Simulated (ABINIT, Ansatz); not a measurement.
# Calculated records

## TlS (I4/mcm): G0W0 with ABINIT, start to end

The structure is tetragonal, space group I4/mcm (No. 140). The conventional cell has a = 7.786 Å, b = 7.786 Å, c = 6.800 Å, α = 90.00°, β = 90.00°, γ = 90.00°. Tl has 4 S at 2.60 Å nearest. Nearest to Tl lie 8 S at 3.33 Å and 2 Tl at 3.40 Å. Nearest to S lie 2 Tl at 2.60 Å. Farther neighbours, and contacts between anions beyond the nearest, are not listed.

```yaml
method: RPA screening on LDA, plane waves, norm-conserving pseudopotentials (and 2 further levels or steps)
program: ABINIT 10.8.3
settings: cutoff 34 Ha, PseudoDojo scalar-relativistic 0.4.1 stringent, norm-conserving, ngkpt (2, 2, 2), nband 669, ecuteps 8 Ha, inclvkb 2, shiftk (0, 0, 0), symchi 1, awtr 1, frequency ppm, 2×2×2 k-mesh
cost: 5 runs, 38 min in all on 8 MPI ranks of Arm Neoverse V2, shared host
notes: The database entry behind the starting cell is an old determination (1949). The program’s warnings: nproc spkpt=  >= nkpt= * nsppol=. The cell and positions come from the Crystallography Open Database and are kept as given unless a step says otherwise. Limits: no spin-orbit coupling. Local fields lower the RPA ε∞ on this mesh from 11.42 to 9.55; a Γ-centred mesh this coarse tends to raise both, most where the direct gap is narrow, while a short band sum lowers them. The 2×2×2 mesh is coarse for this cell, which bears on the long-range parts of exchange and screening.
lda_gap: 0.11 eV, indirect
g0w0_gap_on_the_mesh: 1.50 eV
g0w0_gap_over_the_zone_rigid_shift: 0.95 eV
gw_settings: 2×2×2 mesh, 669 bands, screening to 217.7 eV, Godby-Needs plasmon pole
known_limits: short of the basis limit; no spin-orbit coupling; coarse k mesh
```

G0W0 moves the gap on the mesh from 0.66 eV to 1.50 eV (+0.84 eV), with Z of 0.78 and 0.79 at the edges. The mesh misses the band edges by 0.55 eV in all; a rigid shift gives 0.95 eV for the zone.

[Long decimals in the printed logs are rounded to 6 places.]

[Logs are printed without paths, hosts, clocks, repeated set-up lines and the standing remarks that a program may print on its own settings, such as how far it seeks lower states.]

[Paths, hosts, dates, memory and timing lines, banners, echoed tables and standing remarks are left out of the program output; an Ansatz launch command may be rebuilt from the run's recorded settings. Measured values are a selection of at most five: reports struck by readers or far from the other reports are left out. None is set beside runs whose start may be inverted or whose files or cutoffs have a known fault.]

[Runs of the session that timed out or met a known fault of the program may be left out.]

[Hosts, paths, dates, database ids (printed as entryN), source tags and the programs' standing remarks are cut or masked in the printed files.]

[G0W0 gaps are taken among the corrected bands and points alone; a level outside them can change the order at an edge.]

[Where Ansatz stands beside ABINIT at settings called matched, ABINIT's density can come from a denser mesh and the files from another edition; pairs whose starting gaps differed by over 0.03 eV were left out, so agreement reads better than it is.]
